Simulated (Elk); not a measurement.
# Dielectric function and optical constants of BAs

Wanted: where BAs starts to absorb, how strongly, and its refractive index.

Calculated with Elk 11.2.3 (patched build); DFT, PBE, all-electron APW+lo, Dirac cores, scalar-relativistic bands, independent-particle optical response without local fields.

**1. Set-up**

It takes space group F-43m (No. 216, cubic). Conventional cell: a = 4.777 Å, b = 4.777 Å, c = 4.777 Å, α = 90.00°, β = 90.00°, γ = 90.00°. As has 4 B at 2.07 Å nearest. Nearest to B lie 4 As at 2.07 Å. Farther neighbours, and contacts between anions beyond the nearest, are not listed.

**2. Ground state**

The self-consistent density comes first; it also tells whether there is a gap, which decides the occupations and the need for a Drude term.

This step: DFT, PBE, all-electron APW+lo, Dirac cores, scalar-relativistic bands, ground state (Elk 11.2.3 (patched build)).

elk.in

```
tasks
  0
  120

xctype
  20

nempty
  10

lorbcnd
  .true.

rgkmax
  7.0

swidth
  0.0018375

maxscl
  100

epsengy
  1e-05

sppath
  './'

avec
  0.000000000000 4.513610848669 4.513610848669
  4.513610848669 0.000000000000 4.513610848669
  4.513610848669 4.513610848669 0.000000000000

atoms
  2
  'As.in'
  1
  0.750000000000 0.750000000000 0.750000000000   0.000 0.000 0.000
  'B.in'
  1
  0.000000000000 0.000000000000 0.000000000000   0.000 0.000 0.000

ngridk
  11 11 11
```

Launch:

```
$ OMP_NUM_THREADS=4 elk
```

Standard output:

```text
┌─────────────────────────┐
│ Elk code version 11.2.3 │
└─────────────────────────┘

All units are atomic (Hartree, Bohr, etc.)

┌─────────────────────────────────────────────────┐
│ Ground-state run starting from atomic densities │
└─────────────────────────────────────────────────┘

Lattice vectors :
   0.000000000       4.513610849       4.513610849
   4.513610849       0.000000000       4.513610849
   4.513610849       4.513610849       0.000000000

Reciprocal lattice vectors :
 -0.6960264761      0.6960264761      0.6960264761
  0.6960264761     -0.6960264761      0.6960264761
  0.6960264761      0.6960264761     -0.6960264761

Unit cell volume      :    183.9087250
Brillouin zone volume :    1.348768055

Muffin-tin inner radius fraction :   0.1000000000E-01

Nuclei treated as point charges

Species : 1 (As)
 parameters loaded from : As.in
 name : arsenic
 nuclear charge    :   -33.00000000
 electronic charge :    33.00000000
 atomic mass :    136573.7220
 muffin-tin radius :    2.205086662
 number of radial points in muffin-tin :    993
 inner part over the whole radius :   0.9951774363E-02
 number on inner part of muffin-tin    :    701
 approximate nuclear radius :   0.7712558785E-04
 number of mesh points to nuclear radius :    343
 atomic positions (lattice), magnetic fields (Cartesian) :
  1 :   0.00000000  0.00000000  0.00000000    0.00000000  0.00000000  0.00000000

Species : 2 (B)
 parameters loaded from : B.in
 name : boron
 nuclear charge    :   -5.000000000
 electronic charge :    5.000000000
 atomic mass :    19707.24742
 muffin-tin radius :    1.653814996
 number of radial points in muffin-tin :    593
 inner part over the whole radius :   0.9982433238E-02
 number on inner part of muffin-tin    :    404
 approximate nuclear radius :   0.4534157419E-04
 number of mesh points to nuclear radius :    162
 atomic positions (lattice), magnetic fields (Cartesian) :
  1 :   0.25000000  0.25000000  0.25000000    0.00000000  0.00000000  0.00000000

Total number of atoms per unit cell :    2
Total muffin-tin volume :    63.85972064
 ratio of muffin-tin to unit cell volume :   0.3472359488

Spin treatment :
 spin-unpolarised

Number of Bravais lattice symmetries :   48
Number of crystal symmetries         :   24
Crystal has no inversion symmetry
Complex Hermitian eigensolver will be used

k-point grid :     11    11    11
k-point offset :    0.000000000       0.000000000       0.000000000
k-point set is reduced with full crystal symmetry group
Total number of k-points :       91

Muffin-tin radius times maximum |G+k| :    7.000000000
 using average radius
Maximum |G+k| for APW functions       :    3.627975326
Maximum (1/2)|G+k|²                   :    6.581102483
Maximum |G| for potential and density :    12.00000000
Constant for pseudocharge density :    7
 order of it for each species :   14  14
 order of it for pair densities of each species (exact exchange by exxq0 0: 14) :   13   5
Radial integration step length :    1

G-vector grid sizes :     25    25    25
Number of G-vectors :     5329

Maximum angular momentum used for
 APW functions            :    8
 outer part of muffin-tin :    6
 inner part of muffin-tin :    2

Total nuclear charge    :   -38.00000000
Total core charge       :    20.00000000
Total valence charge    :    18.00000000
Total excess charge     :    0.000000000
Total electronic charge :    38.00000000

Effective Wigner radius, rₛ :    1.049325055

Number of empty states         :     20
Total number of valence states :     30
Total number of core states    :     20

Conduction state local-orbitals added automatically
Third-order local-orbitals added for an l without core states : F
Total number of local-orbitals :    117

Exchange-correlation functional :     20     0     0
 Perdew-Burke-Ernzerhof, Phys. Rev. Lett. 77, 3865 (1996)
 gradient requirement :    1
 generalised gradient approximation (GGA)

Smearing type :    3
 Fermi-Dirac
Smearing width :   0.1837500000E-02
Effective electronic temperature (K) :    580.2366081

Mixing type :    3
 Broyden mixing, J. Phys. A: Math. Gen. 17, L317 (1984)

Kohn-Sham potential initialised from atomic data

┌──────────────────────────────┐
│ Self-consistent loop started │
└──────────────────────────────┘

┌─────────────────┐
│ Loop number : 1 │
└─────────────────┘

Energies :
 Fermi                       :     0.186179
 sum of occupied eigenvalues :     -1318.4787560275
 electron kinetic            :      2335.7737991193
 core electron kinetic       :      2152.0024551077
 Coulomb                     :     -4534.1283342450
 Coulomb potential           :     -3538.5221470143
 nuclear-nuclear             :     -297.55420444288
 electron-nuclear            :     -4939.9717212910
 Hartree                     :      703.39759148895
 Madelung                    :     -2764.8672607378
 xc potential                :     -115.73040813253
 exchange                    :     -86.164860
 correlation                 :     -1.798865
 electron entropic           :    -0.768309E-11
 total energy                :     -2286.3182600741

Density of states at Fermi energy :   0.1182429237E-06
 (states/Hartree/unit cell)

Estimated indirect band gap :   0.6680063221E-01
 from k-point 1 to k-point 39
Estimated direct band gap   :   0.1461431169
 at k-point 1

Charges :
 core                        :    20.00000000
 valence                     :    18.00000000
 interstitial                :    3.184605843
 muffin-tins (core leakage)
  species : 1 (As)
   atom 1                    :    30.90549161     (  0.4848802974E-03)
  species : 2 (B)
   atom 1                    :    3.909902548     (  0.1842980454E-03)
 total in muffin-tins        :    34.81539416
 total calculated charge     :    37.99980611
 total charge                :    38.00000000
 error                       :   0.1938920199E-03

┌─────────────────┐
│ Loop number : 2 │
└─────────────────┘

Energies :
 Fermi                       :     0.187579
 sum of occupied eigenvalues :     -1318.4632915263
 electron kinetic            :      2335.4075643940
 core electron kinetic       :      2151.7600137268
 Coulomb                     :     -4534.1555924961
 Coulomb potential           :     -3538.4913619808
 nuclear-nuclear             :     -297.55420444288
 electron-nuclear            :     -4940.0560513905
 Hartree                     :      703.45466333727
 Madelung                    :     -2764.9099115057
 xc potential                :     -115.37949393945
 exchange                    :     -86.165691
 correlation                 :     -1.798965
 electron entropic           :    -0.845285E-11
 total energy                :     -2286.7126834457

Density of states at Fermi energy :   0.1305778724E-06
 (states/Hartree/unit cell)

Estimated indirect band gap :   0.6634558380E-01
 from k-point 1 to k-point 39
Estimated direct band gap   :   0.1455479803
 at k-point 1

Charges :
 core                        :    20.00000000
 valence                     :    18.00000000
 interstitial                :    3.185206557
 muffin-tins (core leakage)
  species : 1 (As)
   atom 1                    :    30.91098577     (  0.4845281233E-03)
  species : 2 (B)
   atom 1                    :    3.903807669     (  0.1844485724E-03)
 total in muffin-tins        :    34.81479344
 total calculated charge     :    37.99980370
 total charge                :    38.00000000
 error                       :   0.1962957677E-03

RMS change in Kohn-Sham potential (target) :    3.879495004     (  0.1000000000E-05)
Absolute change in total energy (target)   :   0.3944233716     (  0.1000000000E-04)

[... 12 loops left out ...]

┌──────────────────┐
│ Loop number : 15 │
└──────────────────┘

Energies :
 Fermi                       :     0.312620
 sum of occupied eigenvalues :     -1314.7153887070
 electron kinetic            :      2336.7055545053
 core electron kinetic       :      2151.7928759918
 Coulomb                     :     -4534.6787683288
 Coulomb potential           :     -3537.0246731017
 nuclear-nuclear             :     -297.55420444288
 electron-nuclear            :     -4942.5198501724
 Hartree                     :      705.39528628655
 Madelung                    :     -2766.1664317779
 xc potential                :     -114.39627011065
 exchange                    :     -86.170603
 correlation                 :     -1.803607
 electron entropic           :    -0.199968E-08
 total energy                :     -2285.9474244891

Density of states at Fermi energy :   0.4394642916E-04
 (states/Hartree/unit cell)

Estimated indirect band gap :   0.4471316769E-01
 from k-point 1 to k-point 39
Estimated direct band gap   :   0.1205784887
 at k-point 1

Charges :
 core                        :    20.00000000
 valence                     :    18.00000000
 interstitial                :    3.227434298
 muffin-tins (core leakage)
  species : 1 (As)
   atom 1                    :    31.14783679     (  0.4734183609E-03)
  species : 2 (B)
   atom 1                    :    3.624728914     (  0.1879675755E-03)
 total in muffin-tins        :    34.77256570
 total calculated charge     :    37.99967306
 total charge                :    38.00000000
 error                       :   0.3269449800E-03

RMS change in Kohn-Sham potential (target) :   0.1429425432E-06 (  0.1000000000E-05)
Absolute change in total energy (target)   :   0.8374246590E-05 (  0.1000000000E-04)

Convergence targets achieved

┌──────────────────┐
│ Loop number : 16 │
└──────────────────┘

Energies :
 Fermi                       :     0.312620
 sum of occupied eigenvalues :     -1314.7153882178
 electron kinetic            :      2336.7055553115
 core electron kinetic       :      2151.7928765386
 Coulomb                     :     -4534.6787687060
 Coulomb potential           :     -3537.0246736271
 nuclear-nuclear             :     -297.55420444288
 electron-nuclear            :     -4942.5198503880
 Hartree                     :      705.39528612489
 Madelung                    :     -2766.1664318925
 xc potential                :     -114.39626990218
 exchange                    :     -86.170603
 correlation                 :     -1.803607
 electron entropic           :    -0.199968E-08
 total energy                :     -2285.9474240549

Density of states at Fermi energy :   0.4394650986E-04
 (states/Hartree/unit cell)

Estimated indirect band gap :   0.4471316111E-01
 from k-point 1 to k-point 39
Estimated direct band gap   :   0.1205784856
 at k-point 1

Charges :
 core                        :    20.00000000
 valence                     :    18.00000000
 interstitial                :    3.227434343
 muffin-tins (core leakage)
  species : 1 (As)
   atom 1                    :    31.14783676     (  0.4734183654E-03)
  species : 2 (B)
   atom 1                    :    3.624728898     (  0.1879675731E-03)
 total in muffin-tins        :    34.77256566
 total calculated charge     :    37.99967306
 total charge                :    38.00000000
 error                       :   0.3269449775E-03

┌──────────────────────────────┐
│ Self-consistent loop stopped │
└──────────────────────────────┘

Warning : core states of species 1 leak from the muffin-tin :   0.4734183654E-03

Warning : core states of species 2 leak from the muffin-tin :   0.1879675731E-03

Wrote STATE.OUT
```

It took 16 s on 4 threads of AMD EPYC 7R13 (Zen 3), shared host; peak memory 0.09 GiB.

Read from the output:

```
total energy           : -2286 Ha
Fermi energy           : 8.507 eV
DOS at the Fermi level : 1.62e-6 states/eV/cell
gap on the k-mesh      : 1.217 eV
direct gap on the mesh : 3.281 eV
```

There is a gap, 1.22 eV on this mesh (points off the mesh can give less), so no carriers' term is needed.

[end of part 1 of 2]

[Long decimals in the printed logs are rounded to 6 places.]

[Machine, clock and banner lines and Python warnings are left out of the logs.]

[Logs are printed without paths, hosts, clocks, repeated set-up lines and the standing remarks that a program may print on its own settings, such as how far it seeks lower states.]

[Hosts, paths, dates, database ids (printed as entryN), source tags and the programs' standing remarks are cut or masked in the printed files.]

[Where Elk ran, warnings of its patched build on accuracy (core leakage, angular cutoffs, spin-orbit splittings, empty states, lower magnetic states) are left out.]

[Where the starting crystal was built by hand or by swapping elements, it need not be the compound's stable phase.]

[The count of steps not shown may lack steps that the program refused or didn't finish.]
